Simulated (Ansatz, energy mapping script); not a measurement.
# VCl2O monolayer: J from the energies of magnetic orders, part 3 of 3

Wanted: the magnetic order of VCl2O monolayer, its couplings and an estimate of its ordering temperature, by LDA+U (3.68 eV).

LDA with U = 3.68 eV on V d, ortho-atomic projectors; plane waves, U on orthogonalised atomic orbitals unless named otherwise, collinear spin, no spin–orbit coupling.

So far. Step 8 (Run 5 (parallel; cell C, 8 atoms)): The run ends ferromagnetic. For each magnetic atom its energy differs from the parallel run of the first cell by 0.04 meV, an error that one common reference would have brought in. Step 9 (Compensated +− start in cell C (8 atoms)): The run ends antiferromagnetic, 2.49 meV a magnetic atom above the parallel order of its cell.

## Step 10: Parallel start in cell D (12 atoms)

A new cell needs its own zero of energy.

File input.yaml:

```yaml
crystal:
  lattice:
    - [10.92648, 0.0, 0.0]
    - [0.0, 3.517888, 0.0]
    - [0.0, 0.0, 18.329395]
  atoms:
    - { symbol: V, position: [0.166666667, 0.0, 0.5], spin: 2.0 }
    - { symbol: V, position: [0.5, 0.0, 0.5], spin: 2.0 }
    - { symbol: V, position: [0.833333333, 0.0, 0.5], spin: 2.0 }
    - { symbol: Cl, position: [0.166666667, 0.5, 0.409179] }
    - { symbol: Cl, position: [0.5, 0.5, 0.409179] }
    - { symbol: Cl, position: [0.833333333, 0.5, 0.409179] }
    - { symbol: Cl, position: [0.166666667, 0.5, 0.590821] }
    - { symbol: Cl, position: [0.5, 0.5, 0.590821] }
    - { symbol: Cl, position: [0.833333333, 0.5, 0.590821] }
    - { symbol: O, position: [0.0, 0.0, 0.5] }
    - { symbol: O, position: [0.333333333, 0.0, 0.5] }
    - { symbol: O, position: [0.666666667, 0.0, 0.5] }
magnetization:
  spin_polarized: true
kpoints:
  mp_grid: { grid: [4, 10, 1] }
hamiltonian:
  xc: lda
  hubbard:
    sites:
      - { species: V, l: d, u_eff: 3.68 }
      - { site: 0, l: d, u_eff: 3.68, starting_ns: [{ spin: up, occupation_matrix: v1_major }, { spin: down, occupation_matrix: v1_minor }] }
      - { site: 1, l: d, u_eff: 3.68, starting_ns: [{ spin: up, occupation_matrix: v1_major }, { spin: down, occupation_matrix: v1_minor }] }
      - { site: 2, l: d, u_eff: 3.68, starting_ns: [{ spin: up, occupation_matrix: v1_major }, { spin: down, occupation_matrix: v1_minor }] }
    projectors: ortho-atomic
    occupation_matrices:
      v1_major:
        matrix:
          - [0.844, 0.0, 0.0, 0.264, 0.0]
          - [0.0, 0.288, 0.0, 0.0, 0.0]
          - [0.0, 0.0, 0.328, 0.0, 0.0]
          - [0.264, 0.0, 0.0, 0.524, 0.0]
          - [0.0, 0.0, 0.0, 0.0, 0.295]
      v1_minor:
        matrix:
          - [0.116, 0.0, 0.0, -0.109, 0.0]
          - [0.0, 0.19, 0.0, 0.0, 0.0]
          - [0.0, 0.0, 0.257, 0.0, 0.0]
          - [-0.109, 0.0, 0.0, 0.259, 0.0]
          - [0.0, 0.0, 0.0, 0.0, 0.194]
scf:
  occupations: { method: fermi_dirac, width: 0.07 }
output:
  eigenvalues: true
```

Launch:

```sh
> ansatz run input.yaml --threads 4 --pin off --max-ram 8192MiB --backend cpu --events-out ev --progress --plain --runs-dir out
```

Numbers of over 12 decimals in the logs are rounded to 6 here.

Output:

```text
[...]
Crystal: 12 atoms, lattice volume = 704.548 Å³
Basis set: ecut = 420 eV, 13703 PW (Γ)
Bands: 65, of which v1, the nominal top of the filled ones, is band 50 counted from 1 (49 counted from 0)
Symmetry: 24 space group operations
[...]
k-points: 18 of 40
[...]
Starting moments: Σ|m| = 6 μB on 3 of 12 sites
[...]
k-point 1 ↑: bands = [... 46 lower, -4.7411, -4.4507, -4.4507, -4.3530, -4.3171, -3.0759, -2.5345, -1.3758, ... 11 higher]
  k-point 2 ↑: bands = [... 46 lower, -4.5921, -4.5921, -4.5919, -4.5566, -4.3067, -2.8999, -2.6846, -1.3970, ... 11 higher]
  k-point 17 ↓: bands = [... 46 lower, -4.2965, -4.2965, -1.4854, -1.4854, -1.3549, -1.3549, -0.4505, -0.4505, ... 11 higher]
Occupation matrices written to <dir>
[key lines of the parts left out:]
SCF converged after 17 iterations
Magnetization: 3.0001 μB (51.0000 up, 48.0000 down)
Free energy (F): -16512.601304 eV
Fermi energy:    -3.625366 eV
```

The job ended after 51 s (4 threads of Arm Neoverse V1, shared host; peak memory 2.2 GiB).

The run ends ferromagnetic. For each magnetic atom its energy differs from the parallel run of the first cell by 0.03 meV, an error that one common reference would have brought in.

## Step 11: Uncompensated ++− start in cell D (12 atoms)

This order reverses 0 of the 2 neighbours at 3.52 Å, 1.33 of the 2 neighbours at 3.64 Å and 2.67 of the 4 neighbours at 5.06 Å, counted for an average magnetic atom.

input.yaml, as its differences from that of step 10:

```diff
@@ -8,3 +8,3 @@
     - { symbol: V, position: [0.5, 0.0, 0.5], spin: 2.0 }
-    - { symbol: V, position: [0.833333333, 0.0, 0.5], spin: 2.0 }
+    - { symbol: V, position: [0.833333333, 0.0, 0.5], spin: -2.0 }
     - { symbol: Cl, position: [0.166666667, 0.5, 0.409179] }
@@ -29,3 +29,3 @@
       - { site: 1, l: d, u_eff: 3.68, starting_ns: [{ spin: up, occupation_matrix: v1_major }, { spin: down, occupation_matrix: v1_minor }] }
-      - { site: 2, l: d, u_eff: 3.68, starting_ns: [{ spin: up, occupation_matrix: v1_major }, { spin: down, occupation_matrix: v1_minor }] }
+      - { site: 2, l: d, u_eff: 3.68, starting_ns: [{ spin: up, occupation_matrix: v1_minor }, { spin: down, occupation_matrix: v1_major }] }
     projectors: ortho-atomic
```

Output:

```text
[...]
Crystal: 12 atoms, lattice volume = 704.548 Å³
Basis set: ecut = 420 eV, 13703 PW (Γ)
Bands: 65, of which v1, the nominal top of the filled ones, is band 50 counted from 1 (49 counted from 0)
Symmetry: 8 space group operations
[...]
k-points: 18 of 40
[...]
Starting moments: Σ|m| = 6 μB on 3 of 12 sites
[...]
k-point 1 ↑: bands = [... 46 lower, -4.4666, -4.4598, -4.4031, -4.3541, -2.7942, -2.3380, -1.3643, -1.2996, ... 11 higher]
  k-point 2 ↑: bands = [... 46 lower, -4.5894, -4.5850, -4.5468, -4.3958, -2.6597, -2.4718, -1.3976, -1.3435, ... 11 higher]
  k-point 17 ↓: bands = [... 46 lower, -4.5816, -4.2650, -4.2435, -2.2026, -2.0799, -1.5068, -1.3857, -1.0073, ... 11 higher]
Occupation matrices written to <dir>
[key lines of the parts left out:]
SCF converged after 22 iterations
Magnetization: 1.0000 μB (50.0000 up, 49.0000 down)
Free energy (F): -16512.587613 eV
Fermi energy:    -3.492387 eV
```

Run time: 67 s. Hardware: 4 threads; peak memory 2.3 GiB; 4.4 min of CPU time.

The run ends ferrimagnetic, 4.51 meV a magnetic atom above the parallel order of its cell.

## Step 12: From energies to couplings

Each energy difference is a sum of couplings weighted by the pairs that the order reverses. A few near shells are fitted to the differences by least squares. Energies are those extrapolated to zero occupation width, not the free energies F.

The orders side by side; each is measured from the parallel order in the same cell and on the same mesh:

```tsv
order	atoms	energy (meV a magnetic atom)	moments (μB)	moments kept as typed	opposed neighbours at 3.52, 3.64, 5.06 Å
parallel in cell A	8	0.00	0.88	yes	0, 0, 0
compensated +− in cell A	8	6.55	0.84	yes	2, 2, 0
parallel in cell B	8	0.00	0.88	yes	0, 0, 0
compensated +− in cell B	8	6.11	0.85	yes	0, 2, 4
parallel in cell C	8	0.00	0.88	yes	0, 0, 0
compensated +− in cell C	8	2.49	0.86	yes	2, 0, 4
parallel in cell D	12	0.00	0.88	yes	0, 0, 0
uncompensated ++− in cell D	12	4.51	0.85 to 0.87	yes	0, 1.33, 2.67
```

Couplings from the energies, with E = −Σ J e·e over ordered pairs:

```tsv
pair	distance (Å)	neighbours	J (meV)
V–V	3.52	2	0.341
V–V	3.64	2	1.30
V–V	5.06	4	0.141
```

These orders cannot tell some unfitted shells from fitted ones: the value at 3.64 Å holds J(3.64) + 2 J(7.92); other unfitted shells add to the values wholly or in part.

Adding the shell at 7.28 Å gives 0.37, 1.3, 0.13 and 0.16 meV, an exact solve that tests nothing.

## Step 13: Outcome

* lowest order tried: parallel
* largest fitted value (a combination of shells), V–V at 3.64 Å: 1.30 meV

What this shows: Of the orders tried, VCl2O monolayer prefers parallel moments under LDA+U (3.68 eV). The largest fitted value is 1.3 meV, at 3.64 Å. It is a combination of shells that these orders cannot split, so neither its size nor its sign can be laid on that pair alone. No fitted order reverses the pairs at 7.04 Å, so their coupling is unknown and is set to zero in the model. With 4 differences for 3 couplings the fit misses by 0.30 meV at most, a small part of the spread. In the fitted orders moments change by up to 5.1 % against the parallel run of the same cell, so the mapping is rough.

[Logs and program files are shortened in this print: banners, set-up blocks, solver, clock and traceback lines can be left out without a mark of their own.]

[Logs are printed without paths, hosts, clocks, repeated set-up lines and the standing remarks that a program may print on its own settings, such as how far it seeks lower states.]

[Hosts, paths, dates, database ids (printed as entryN), source tags and the programs' standing remarks are cut or masked in the printed files.]

[Where a cell is said to come from a database of computed structures, the database is the Materials Project.]
